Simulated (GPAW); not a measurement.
# Work function of V2CO2 MXene monolayer at several levels, part 2 of 2

Wanted: work functions and dipole of V2CO2 MXene monolayer, with the cost of each level.

GPAW 26.7.0; GPAW, PAW setups; layer in a repeated cell with vacuum, relaxation of atoms and in-plane cell (the session's first sound run).

So far, upper work function (eV): step 3 (plane waves, PBE) 6.65; step 4 (RPBE) 6.50; step 5 (LDA) 7.03; step 6 (GPAW, PAW setups) 6.94; step 7 (revPBE) 6.51.

## Step 8: Self-consistent run: xc = "vdW-DF2"

Level of this step: GPAW, PAW setups; slab in vacuum (GPAW).

The same geometry under vdW-DF2, to see how far the functional moves the levels against the vacuum (the van der Waals functionals take revPBE setups).

The input, run.py:

```python
import json
import numpy as np
from ase import Atoms
from gpaw import GPAW, PW

slab = Atoms(
    ['O', 'V', 'C', 'V', 'O'],
    positions=[
        [-0.00000, 1.66690, 7.00000],
        [1.44358, 0.83345, 8.02998],
        [-0.00000, 0.00000, 9.22533],
        [-0.00000, 1.66690, 10.42070],
        [1.44358, 0.83345, 11.45068]],
    cell=[[2.88715, -0.0, 0.0], [-1.44358, 2.50035, 0.0], [0.0, 0.0, 18.4507]],
    pbc=[True, True, False],
    magmoms=[0.0, 2.0, 0.0, 2.0, 0.0])

slab.calc = GPAW(mode=PW(500), xc='vdW-DF2', kpts={'size': (12, 12, 1), 'gamma': True},
                 occupations={'name': 'fermi-dirac', 'width': 0.05}, nbands='160%',
                 convergence={'density': 1e-05}, maxiter=200,
                 poissonsolver={'dipolelayer': 'xy'},
                 symmetry={'tolerance': 1e-3}, txt='slab.txt')
result = {}
energy = slab.get_potential_energy()
fermi = slab.calc.get_fermi_level()
v = slab.calc.get_electrostatic_potential().mean((0, 1)) - fermi
n = slab.calc.get_pseudo_density().mean((0, 1))
L = slab.cell[2, 2]
z = np.arange(len(v)) * L / len(v)
low, high = slab.positions[:, 2].min(), slab.positions[:, 2].max()
below, above = np.interp([low - 4.8, high + 4.8], z, v)
slopes = [np.interp(x, z, np.gradient(v, z)) for x in (low - 4.8, high + 4.8)]
eps = np.array([[slab.calc.get_eigenvalues(k, s) for k in range(len(slab.calc.get_ibz_k_points()))]
                for s in range(slab.calc.get_number_of_spins())]) - fermi
top, bottom = eps[eps < 0].max(), eps[eps > 0].min()
dipole = slab.get_dipole_moment()[2]
print(f'energy {energy:.4f} eV, Fermi level {fermi:.4f} eV, dipole {dipole:.5f} e A')
print(f'potential 4.8 A off the faces, from the Fermi level: lower {below:.4f} eV, upper {above:.4f} eV')
print(f'slope of the potential there: lower {slopes[0]:.5f}, upper {slopes[1]:.5f} eV/A')
print(f'nearest levels on the mesh: {top:.4f} and {bottom:.4f} eV')
print('magnetic moment', round(slab.get_magnetic_moment(), 3))
result.update(energy=energy, fermi=fermi, dipole=dipole, below=below, above=above, slopes=slopes, edges=[top, bottom],
              z=z.tolist(), v=v.tolist(), n=n.tolist(), positions=slab.positions.tolist(),
              forces=slab.get_forces(apply_constraint=False).tolist(), moments=slab.get_magnetic_moments().tolist())
json.dump(result, open('result.json', 'w'))
```

Run with:

```bash
> OMP_NUM_THREADS=1 OPENBLAS_NUM_THREADS=1 python run.py
```

The log of the run:

```text
energy -156.6110 eV, Fermi level -1.5941 eV, dipole -0.00033 e A
potential 4.8 A off the faces, from the Fermi level: lower 7.1832 eV, upper 7.1904 eV
slope of the potential there: lower -0.00031, upper 0.00031 eV/A
nearest levels on the mesh: -0.0903 and 0.0189 eV
magnetic moment 0.0
```

Run time: 1.9 min. Hardware: 1 thread of Arm Neoverse V2, shared host; peak memory 0.4 GiB.

This step gave:

```yaml
dipole_along_the_normal: -3.30e-4 e·Å
levels_nearest_the_fermi_level_on_the_mesh: -0.09029, 0.01891 eV from the Fermi level
upper_work_function: 7.190 eV
lower_work_function: 7.183 eV
```

The upper face's work function is 7.190 eV, against 6.650 eV in the first plane-wave PBE run at this geometry.

## Step 9: Real-space grid: mode = "fd"

A real-space grid is a second complete basis, so it checks the plane-wave result.

Edit run.py of step 8 so:

```diff
@@ -3,3 +3,3 @@
 from ase import Atoms
-from gpaw import GPAW, PW
+from gpaw import GPAW
 
@@ -17,3 +17,3 @@
 
-slab.calc = GPAW(mode=PW(500), xc='vdW-DF2', kpts={'size': (12, 12, 1), 'gamma': True},
+slab.calc = GPAW(mode='fd', h=0.18, xc='PBE', kpts={'size': (12, 12, 1), 'gamma': True},
                  occupations={'name': 'fermi-dirac', 'width': 0.05}, nbands='160%',
```

The log of the run:

```text
energy -44.4167 eV, Fermi level -6.6710 eV, dipole -0.00034 e A
potential 4.8 A off the faces, from the Fermi level: lower 6.6674 eV, upper 6.6747 eV
slope of the potential there: lower -0.00000, upper 0.00000 eV/A
nearest levels on the mesh: -0.1022 and 0.0223 eV
magnetic moment 0.0
```

It took 4.2 min on 1 thread; peak memory 0.56 GiB.

This step gave:

| Property | Result |
| --- | --- |
| dipole along the normal | -3.38e-4 e·Å |
| levels nearest the Fermi level on the mesh | -0.1022, 0.02234 eV from the Fermi level |
| upper work function | 6.675 eV |
| lower work function | 6.667 eV |

The electrostatic potential energy of an electron (without an applied field's), less the Fermi level, planar mean oscillates, so the rows of the table below give means over windows of 1.42 Å about each position, cut where the curve ends. Its maxima inside the range that stand out by 2 % of the span (Å: eV): 7.4: -9.55, 8.8: -8.23, 9.7: -8.23, 11.1: -9.54. Its minima: 7.1: -12.3, 8.1: -18.9, 9.2: -14.0, 10.4: -18.9, 11.4: -12.3.

Electrostatic potential energy of an electron (without an applied field's), less the Fermi level, planar mean against z; means over each step:

| z (Å) | electrostatic potential energy of an electron (without an applied field's), less the Fermi level, planar mean (eV) |
| --- | --- |
| 0.71 | 6.67 |
| 2.13 | 6.67 |
| 3.55 | 6.67 |
| 4.97 | 6.63 |
| 6.39 | 0.436 |
| 7.81 | -14.0 |
| 9.23 | -10.3 |
| 10.65 | -14.0 |
| 12.07 | 0.564 |
| 13.49 | 6.64 |
| 14.91 | 6.67 |
| 16.33 | 6.67 |
| 17.75 | 6.67 |

The upper face's work function is 6.675 eV, against 6.650 eV in the first plane-wave PBE run at this geometry.

## Step 10: Atomic orbitals: mode = "lcao"

Atom-centred orbitals end a few angstrom from the surface, which tests how much the density's tail matters.

Edit run.py of step 9 so:

```diff
@@ -17,4 +17,4 @@
 
-slab.calc = GPAW(mode='fd', h=0.18, xc='PBE', kpts={'size': (12, 12, 1), 'gamma': True},
-                 occupations={'name': 'fermi-dirac', 'width': 0.05}, nbands='160%',
+slab.calc = GPAW(mode='lcao', basis='dzp', h=0.18, xc='PBE', kpts={'size': (12, 12, 1), 'gamma': True},
+                 occupations={'name': 'fermi-dirac', 'width': 0.05}, nbands='120%',
                  convergence={'density': 1e-05}, maxiter=200,
```

The log of the run:

```text
energy -40.7106 eV, Fermi level -6.7404 eV, dipole -0.00034 e A
potential 4.8 A off the faces, from the Fermi level: lower 6.7368 eV, upper 6.7441 eV
slope of the potential there: lower -0.00000, upper 0.00000 eV/A
nearest levels on the mesh: -0.0958 and 0.0130 eV
magnetic moment 0.0
```

Elapsed: 5.9 min, on 1 thread; peak memory 0.26 GiB.

Numbers from this step:

```yaml
levels_nearest_the_fermi_level_on_the_mesh: -0.09578, 0.01297 eV from the Fermi level
upper_work_function: 6.744 eV
lower_work_function: 6.737 eV
```

The upper face's work function is 6.744 eV, against 6.650 eV in the first plane-wave PBE run at this geometry.

## Step 11: Cost and result by level

Times are for 1 thread of Arm Neoverse V2, shared host. The series side by side:

| no. | run | upper work function (eV) | lower work function (eV) | time | memory (GiB) |
| --- | --- | --- | --- | --- | --- |
| 1 | pw | 6.650 | 6.642 | 1.7 min | 0.28 |
| 2 | RPBE | 6.501 | 6.494 | 1.7 min | 0.27 |
| 3 | LDA | 7.026 | 7.019 | 92 s | 0.27 |
| 4 | optPBE vdW | 6.939 | 6.931 | 1.9 min | 0.4 |
| 5 | revPBE | 6.510 | 6.503 | 1.7 min | 0.28 |
| 6 | vdW DF2 | 7.190 | 7.183 | 1.9 min | 0.4 |
| 7 | fd | 6.675 | 6.667 | 4.2 min | 0.56 |
| 8 | lcao | 6.744 | 6.737 | 5.9 min | 0.26 |

## Step 12: Side by side

Results and costs are gathered.

This step: comparison of work functions, dipole and cost (GPAW 26.7.0).

Ladder, by row:

```
      step  code  work function, upper (eV)  work function, lower (eV)  dipole (e Å)  wall time (s)  peak memory (GiB)  threads
        pw  GPAW                       6.65                      6.642      -3.29e-4          102.3               0.28        1
      RPBE  GPAW                      6.501                      6.494      -3.29e-4          103.2               0.27        1
       LDA  GPAW                      7.026                      7.019      -3.29e-4          91.62               0.27        1
optPBE-vdW  GPAW                      6.939                      6.931      -3.30e-4          112.4                0.4        1
    revPBE  GPAW                       6.51                      6.503      -3.29e-4          104.1               0.28        1
   vdW-DF2  GPAW                       7.19                      7.183      -3.30e-4          112.9                0.4        1
        fd  GPAW                      6.675                      6.667      -3.38e-4            250               0.56        1
      lcao  GPAW                      6.744                      6.737      -3.38e-4          354.4               0.26        1
```

## Step 13: A changed run

One more run, with changed settings.

This step: GPAW, PAW setups; slab in vacuum (GPAW 26.7.0).

Edit run.py of step 10 so:

```diff
@@ -3,3 +3,3 @@
 from ase import Atoms
-from gpaw import GPAW
+from gpaw import GPAW, PW
 
@@ -17,5 +17,5 @@
 
-slab.calc = GPAW(mode='lcao', basis='dzp', h=0.18, xc='PBE', kpts={'size': (12, 12, 1), 'gamma': True},
-                 occupations={'name': 'fermi-dirac', 'width': 0.05}, nbands='120%',
-                 convergence={'density': 1e-05}, maxiter=200,
+slab.calc = GPAW(mode=PW(500), xc='pbe96', kpts={'size': (12, 12, 1), 'gamma': True},
+                 occupations={'name': 'fermi-dirac', 'width': 0.05}, nbands='160%',
+                 convergence={'density': 1e-05}, maxiter=100,
                  poissonsolver={'dipolelayer': 'xy'},
```

The log of the run:

```text
NameError: Unknown functional: pbe96.
```

Run time: 0.68 s. Hardware: 1 thread; peak memory 0.1 GiB.

The input was rejected at the start.

The program's message: “NameError: Unknown functional: pbe96.”

The change that led to it: xc = "pbe96".

## Step 14: What came out

- work function, upper and lower face: 6.650 and 6.642 eV
- dipole along the normal: -3.3e-4 e Å

With plane waves and PBE the work function is 6.65 eV on the upper face and 6.64 eV on the lower. Over the sound runs of the table the upper face's work function spans 6.501 (RPBE) to 7.190 eV (vdW-DF2). The starting lattice was a guess from atomic radii; the relaxation moved it by -4 %. The small printed dipole stands for a step of 8.3 meV from the lower to the upper face, and the probes find 7.3 meV; values this small are near the numerical noise of both. One magnetic start was tried; another order may lie lower. The layer's cell and atoms come from the relaxation; spin-orbit coupling and temperature are left out.

[Logs are printed without paths, hosts, clocks, repeated set-up lines and the standing remarks that a program may print on its own settings, such as how far it seeks lower states.]

[Hosts, paths, dates, database ids (printed as entryN), source tags and the programs' standing remarks are cut or masked in the printed files.]
